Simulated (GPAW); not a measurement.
## Optical response of MgI2

Wanted: where MgI2 starts to absorb, how strongly, and its refractive index. The cell comes from an older database entry, whose edges can differ from later determinations, mostly by under a per cent.

Method: DFT, PBE, plane-wave PAW (GPAW data sets), scalar-relativistic, RPA, optical limit, in GPAW 26.7.0.

Most raw output is cut from this account.

The database entry behind the starting cell has ideal inner coordinates that were not refined, so it need not match the best structure at ambient conditions.

## Step 1: Starting point

Symmetry: P-3m1, No. 164, trigonal system. Conventional cell: a = 4.140 Å, b = 4.140 Å, c = 6.880 Å, α = 90.00°, β = 90.00°, γ = 120.00°. Nearest to I lie 3 Mg at 2.94 Å. Nearest to Mg lie 6 I at 2.94 Å. Farther neighbours and most contacts between anions are not listed.

## Step 2: Ground state

First the ground state: is it a metal or has it a gap?

This step: DFT, PBE, plane-wave PAW (GPAW data sets), scalar-relativistic, ground state (GPAW 26.7.0).

Contents of gs.py:

```python
from ase import Atoms
from ase.dft.bandgap import bandgap
from gpaw import GPAW, PW, FermiDirac

atoms = Atoms(['I', 'I', 'Mg'],
              cell=[[4.140000000019, 0.000000000000, 0.000000000000],
                    [-2.070000000009, 3.585345171684, 0.000000000000],
                    [0.000000000000, 0.000000000000, 6.880000000000]],
              scaled_positions=[[0.666666666667, 0.333333333333, 0.750000000000],
                                [0.333333333333, 0.666666666667, 0.250000000000],
                                [0.000000000000, 0.000000000000, 0.000000000000]],
              pbc=[True, True, True])
atoms.calc = GPAW(mode=PW(500), xc='PBE', kpts={'size': (6, 6, 4), 'gamma': True},
                  occupations=FermiDirac(0.05), maxiter=150, txt='gs.txt')
print('energy (eV)', atoms.get_potential_energy())
print('Fermi level (eV)', atoms.calc.get_fermi_level())
print('valence electrons', atoms.calc.get_number_of_electrons())
print('gap (eV)', bandgap(atoms.calc, output=None)[0])
print('direct gap (eV)', bandgap(atoms.calc, direct=True, output=None)[0])
atoms.calc.write('gs.gpw')
```

Run with:

```
OMP_NUM_THREADS=1 python gs.py
```

Wall time 14 s (1 thread of Arm Neoverse V2, shared host); peak memory 0.17 GiB.

This step gave:

* energy: -7.764 eV
* Fermi energy: 4.385 eV
* gap on the k-mesh: 3.508 eV
* direct gap on the mesh: 3.656 eV
* electrons: 24

There is a gap, 3.51 eV on this mesh (points off the mesh can give less), so no carriers' term is needed.

## Step 3: Bands for the response

At the fixed density, many empty bands are solved on the mesh of the response, since the spectrum sums over them.

This step: DFT, PBE, plane-wave PAW (GPAW data sets), scalar-relativistic, bands at fixed density (GPAW 26.7.0).

Contents of nscf.py:

```python
from ase.dft.bandgap import bandgap
from gpaw import GPAW, FermiDirac

calc = GPAW('gs.gpw').fixed_density(kpts={'size': (9, 9, 5), 'gamma': True}, nbands=66, convergence={'bands': 60},
                                    occupations=FermiDirac(0.001), txt='nscf.txt')
print('gap (eV)', bandgap(calc, output=None)[0])
print('direct gap (eV)', bandgap(calc, direct=True, output=None)[0])
print('top band over the Fermi level (eV)', min(calc.get_eigenvalues(kpt=k)[59] for k in range(len(calc.get_ibz_k_points()))) - calc.get_fermi_level())
calc.write('full.gpw', mode='all')
```

Run with:

```
OMP_NUM_THREADS=1 python nscf.py
```

The job ended after 3.4 min (1 thread; peak memory 0.33 GiB).

Numbers from this step:

```
gap on the k-mesh : 3.483 eV
```

## Step 4: Dielectric function, RPA

Transitions between filled and empty bands, summed over the zone, give the optical response, so mesh, band count and broadening shape it.

The induced potential is part of this response.

This step: DFT, PBE, plane-wave PAW (GPAW data sets), scalar-relativistic, RPA, optical limit (GPAW 26.7.0).

Contents of df.py:

```python
from gpaw.response.df import DielectricFunction

df = DielectricFunction('full.gpw', frequencies={'type': 'nonlinear', 'domega0': 0.03, 'omega2': 8},
                        ecut=60,
                        eta=0.2,
                        nbands=60,
                        txt='df.txt')
for direction in ['x', 'z']:
    df.get_dielectric_function(xc='RPA', direction=direction, filename=f'df_{direction}.csv')
```

Run with:

```
OMP_NUM_THREADS=1 python df.py
```

Run time: 26 s. Hardware: 1 thread; peak memory 0.55 GiB.

Numbers from this step:

```
electronic dielectric constant ε∞, mean over x, y and z (by symmetry where fewer were run) : 4.012
main peak of Im epsilon, first axis                                                        : 6.475 eV
centre of weight of the strongest loss peak in the window                                  : 16.34 eV
```

Values under the direct gap are tails of Lorentzian lines. Table of Im ε by photon energy; read off at these points:

| photon energy (eV) | E ∥ x | E ∥ z |
| --- | --- | --- |
| 0.00 | 0 | 0 |
| 0.50 | 0.0151 | 0.0117 |
| 1.00 | 0.0318 | 0.0245 |
| 1.50 | 0.0519 | 0.0397 |
| 2.00 | 0.0787 | 0.0600 |
| 2.50 | 0.119 | 0.0902 |
| 3.00 | 0.194 | 0.145 |
| 3.50 | 0.429 | 0.313 |
| 4.00 | 1.07 | 0.775 |
| 4.50 | 2.48 | 2.16 |
| 5.00 | 4.59 | 2.39 |
| 5.50 | 5.62 | 2.24 |
| 6.00 | 5.55 | 4.46 |
| 6.33 | 6.03 | 5.44 |
| 6.50 | 6.09 | 5.35 |
| 7.00 | 5.56 | 5.07 |
| 7.50 | 5.43 | 4.26 |
| 8.00 | 5.09 | 4.55 |
| 8.50 | 3.97 | 4.98 |
| 9.00 | 2.90 | 4.69 |
| 9.50 | 2.43 | 3.96 |
| 10.00 | 2.26 | 3.24 |
| 10.50 | 1.84 | 2.47 |
| 11.00 | 1.74 | 1.94 |
| 11.50 | 1.49 | 1.81 |
| 12.00 | 1.29 | 1.13 |
| 12.50 | 1.08 | 1.03 |
| 13.00 | 1.00 | 0.925 |
| 13.50 | 0.820 | 0.949 |
| 14.00 | 0.682 | 0.822 |
| 14.50 | 0.581 | 0.677 |
| 15.00 | 0.574 | 0.667 |
| 15.50 | 0.582 | 0.585 |
| 16.00 | 0.559 | 0.493 |
| 16.50 | 0.508 | 0.464 |
| 17.00 | 0.459 | 0.471 |
| 17.50 | 0.436 | 0.436 |
| 18.00 | 0.436 | 0.373 |
| 18.50 | 0.377 | 0.352 |
| 19.00 | 0.405 | 0.390 |
| 19.50 | 0.364 | 0.350 |
| 20.00 | 0.301 | 0.316 |
| 20.50 | 0.264 | 0.295 |
| 21.00 | 0.265 | 0.262 |
| 21.50 | 0.285 | 0.278 |

Table of Re ε by photon energy:

| photon energy (eV) | E ∥ x | E ∥ z |
| --- | --- | --- |
| 0 | 4.14 | 3.76 |
| 1 | 4.22 | 3.82 |
| 2 | 4.48 | 4.02 |
| 3 | 5.09 | 4.48 |
| 4 | 6.55 | 5.68 |
| 5 | 6.61 | 4.72 |
| 6 | 3.66 | 5.75 |
| 7 | 1.49 | 2.31 |
| 8 | -0.232 | 2.02 |
| 9 | -0.919 | 0.206 |
| 10 | -0.650 | -0.997 |
| 11 | -0.478 | -0.908 |
| 12 | -0.423 | -0.687 |
| 13 | -0.216 | -0.196 |
| 14 | -0.0452 | -0.122 |
| 15 | 0.173 | 0.0594 |
| 16 | 0.232 | 0.161 |
| 17 | 0.298 | 0.285 |
| 18 | 0.355 | 0.334 |
| 19 | 0.444 | 0.422 |
| 20 | 0.430 | 0.445 |
| 21 | 0.545 | 0.519 |

Values under the direct gap are tails of Lorentzian lines. The Im ε, E ∥ x by photon energy; read off at these points:

| photon energy (eV) | without local fields | with local fields |
| --- | --- | --- |
| 0.0 | 0 | 0 |
| 0.5 | 0.0203 | 0.0151 |
| 1.0 | 0.0427 | 0.0318 |
| 1.5 | 0.0697 | 0.0519 |
| 2.0 | 0.106 | 0.0787 |
| 2.5 | 0.160 | 0.119 |
| 3.0 | 0.259 | 0.194 |
| 3.5 | 0.550 | 0.429 |
| 4.0 | 1.38 | 1.07 |
| 4.5 | 3.46 | 2.48 |
| 5.0 | 6.65 | 4.59 |
| 5.5 | 7.69 | 5.62 |
| 6.0 | 7.37 | 5.55 |
| 6.5 | 8.59 | 6.09 |
| 7.0 | 8.29 | 5.56 |
| 7.5 | 7.82 | 5.43 |
| 8.0 | 6.04 | 5.09 |
| 8.5 | 4.13 | 3.97 |
| 9.0 | 3.07 | 2.90 |
| 9.5 | 2.65 | 2.43 |
| 10.0 | 2.32 | 2.26 |
| 10.5 | 1.82 | 1.84 |
| 11.0 | 1.58 | 1.74 |
| 11.5 | 1.33 | 1.49 |
| 12.0 | 1.08 | 1.29 |
| 12.5 | 0.938 | 1.08 |
| 13.0 | 0.880 | 1.00 |
| 13.5 | 0.703 | 0.820 |
| 14.0 | 0.644 | 0.682 |
| 14.5 | 0.561 | 0.581 |
| 15.0 | 0.605 | 0.574 |
| 15.5 | 0.550 | 0.582 |
| 16.0 | 0.480 | 0.559 |
| 16.5 | 0.439 | 0.508 |
| 17.0 | 0.400 | 0.459 |
| 17.5 | 0.376 | 0.436 |
| 18.0 | 0.337 | 0.436 |
| 18.5 | 0.304 | 0.377 |
| 19.0 | 0.295 | 0.405 |
| 19.5 | 0.222 | 0.364 |
| 20.0 | 0.205 | 0.301 |
| 20.5 | 0.197 | 0.264 |
| 21.0 | 0.213 | 0.265 |
| 21.5 | 0.191 | 0.285 |

Reflectivity at normal incidence against photon energy; read off at these points:

| photon energy (eV) | E ∥ x (%) | E ∥ z (%) |
| --- | --- | --- |
| 0.00 | 11.6 | 10.2 |
| 0.50 | 11.7 | 10.3 |
| 1.00 | 11.9 | 10.4 |
| 1.50 | 12.3 | 10.7 |
| 2.00 | 12.8 | 11.2 |
| 2.50 | 13.7 | 11.9 |
| 3.00 | 14.9 | 12.9 |
| 3.50 | 16.9 | 14.5 |
| 4.00 | 19.6 | 17.0 |
| 4.50 | 22.8 | 18.0 |
| 5.00 | 25.1 | 16.9 |
| 5.50 | 26.1 | 18.3 |
| 6.00 | 25.5 | 23.7 |
| 6.50 | 27.9 | 24.9 |
| 7.00 | 27.9 | 24.7 |
| 7.50 | 29.4 | 21.7 |
| 8.00 | 32.3 | 23.0 |
| 8.50 | 34.8 | 26.7 |
| 9.00 | 32.5 | 29.1 |
| 9.50 | 29.0 | 31.7 |
| 10.00 | 29.0 | 33.5 |
| 10.50 | 28.0 | 35.1 |
| 11.00 | 26.5 | 33.3 |
| 11.50 | 26.3 | 32.8 |
| 11.79 | 27.0 | 38.4 |
| 12.00 | 26.6 | 34.6 |
| 12.50 | 25.1 | 29.3 |
| 13.00 | 22.8 | 22.8 |
| 13.50 | 24.5 | 21.3 |
| 14.00 | 19.7 | 21.2 |
| 14.50 | 18.3 | 19.8 |
| 15.00 | 12.6 | 16.1 |
| 15.50 | 11.2 | 17.5 |
| 16.00 | 10.7 | 13.1 |
| 16.50 | 9.70 | 10.7 |
| 17.00 | 8.68 | 9.08 |
| 17.50 | 7.43 | 9.68 |
| 18.00 | 7.13 | 7.47 |
| 18.50 | 5.80 | 5.40 |
| 19.00 | 5.09 | 5.45 |
| 19.50 | 6.05 | 5.30 |
| 20.00 | 4.92 | 4.68 |
| 20.50 | 3.70 | 4.01 |
| 21.00 | 2.84 | 3.19 |
| 21.50 | 2.90 | 2.73 |

The refractive index n and extinction k by photon energy:

| photon energy (eV) | n, E ∥ x | k, E ∥ x | n, E ∥ z | k, E ∥ z |
| --- | --- | --- | --- | --- |
| 0 | 2.03 | 0 | 1.94 | 0 |
| 1 | 2.05 | 0.00773 | 1.95 | 0.00626 |
| 2 | 2.12 | 0.0186 | 2.00 | 0.0150 |
| 3 | 2.26 | 0.0430 | 2.12 | 0.0343 |
| 4 | 2.57 | 0.209 | 2.39 | 0.162 |
| 5 | 2.71 | 0.847 | 2.24 | 0.535 |
| 6 | 2.27 | 1.22 | 2.55 | 0.874 |
| 7 | 1.90 | 1.46 | 1.98 | 1.28 |
| 8 | 1.56 | 1.63 | 1.87 | 1.22 |
| 9 | 1.03 | 1.41 | 1.57 | 1.50 |
| 10 | 0.921 | 1.22 | 1.09 | 1.48 |
| 11 | 0.815 | 1.07 | 0.785 | 1.23 |
| 12 | 0.683 | 0.943 | 0.563 | 1.00 |
| 13 | 0.636 | 0.787 | 0.612 | 0.756 |
| 14 | 0.565 | 0.604 | 0.595 | 0.690 |
| 15 | 0.621 | 0.462 | 0.604 | 0.552 |
| 16 | 0.647 | 0.432 | 0.583 | 0.423 |
| 17 | 0.650 | 0.353 | 0.646 | 0.365 |
| 18 | 0.677 | 0.322 | 0.646 | 0.289 |
| 19 | 0.723 | 0.280 | 0.706 | 0.276 |
| 20 | 0.691 | 0.218 | 0.704 | 0.225 |
| 21 | 0.759 | 0.175 | 0.742 | 0.177 |

From ε follow the optical constants at some laser and lamp lines:

| wavelength (nm) | n x | k x | R (%) x | 1/α x | n z | k z | R (%) z | 1/α z |
| --- | --- | --- | --- | --- | --- | --- | --- | --- |
| 1550 | 2.05 | 0.006 | 11.8 | 20 µm | 1.95 | 0.005 | 10.3 | 25 µm |
| 532 | 2.15 | 0.024 | 13.4 | 1.8 µm | 2.03 | 0.019 | 11.6 | 2.2 µm |
| 450 | 2.21 | 0.034 | 14.2 | 1.1 µm | 2.08 | 0.027 | 12.3 | 1.3 µm |
| 405 | 2.27 | 0.046 | 15.1 | 702 nm | 2.13 | 0.037 | 13.0 | 881 nm |
| 365 | 2.36 | 0.073 | 16.4 | 397 nm | 2.20 | 0.058 | 14.1 | 504 nm |
| 308 | 2.58 | 0.222 | 19.7 | 110 nm | 2.40 | 0.174 | 17.2 | 141 nm |
| 248 | 2.71 | 0.846 | 25.1 | 23 nm | 2.24 | 0.535 | 16.9 | 37 nm |

Below the direct gap, k and the depth come from the tails of the Lorentzian lines, not from transitions.

Rows near the edge hang on the gap, which this functional as a rule makes too small, and phonon-assisted absorption is left out.

At 1064 nm the birefringence n(z) − n(x) is -0.101: the crystal is uniaxial negative at this level.

## Step 5: Results

```yaml
electronic_dielectric_constant_eps_infinity_mean_over_x_y_and_z_by_symmetry_where_fewer_were_run_rpa: 4.01
main_peak_of_im_epsilon_first_axis: 6.47 eV
centre_of_weight_of_the_strongest_loss_peak_in_the_window_first_axis: 16.3 eV
```

**Reading.** At this level (PBE, RPA) MgI2 has a mean ε∞ = 4.01 and n = 2.05 at 1550 nm (E ∥ x), and Im ε peaks at 6.5 eV (E ∥ x). On the mesh the gap is 3.48 eV and the least direct gap 3.66 eV, so on this mesh the band edges lie at different points. Local fields change the static value along x from 4.96 to 4.14 (-17 %). Distinct maxima of Im ε, read by a parabola through the highest points, lie at 5.64 eV (5.9) and 6.47 eV (6.1) for E ∥ x. The static values by axis are 4.14 (x), 3.76 (z). At 1064 nm the birefringence n(z) − n(x) is -0.101: the crystal is uniaxial negative at this level. Excitons and phonon-assisted transitions are missing; PBE gaps are as a rule too small, which pulls the onset down and ε∞ up. Spin-orbit coupling is left out although heavy atoms are present. The sum runs over mesh points, so small or evenly spaced maxima can still be ripples of the mesh.

[Machine, clock and banner lines and Python warnings are left out of the logs.]

[Logs are printed without paths, hosts, clocks, repeated set-up lines and the standing remarks that a program may print on its own settings, such as how far it seeks lower states.]

[Hosts, paths, dates, database ids (printed as entryN), source tags and the programs' standing remarks are cut or masked in the printed files.]
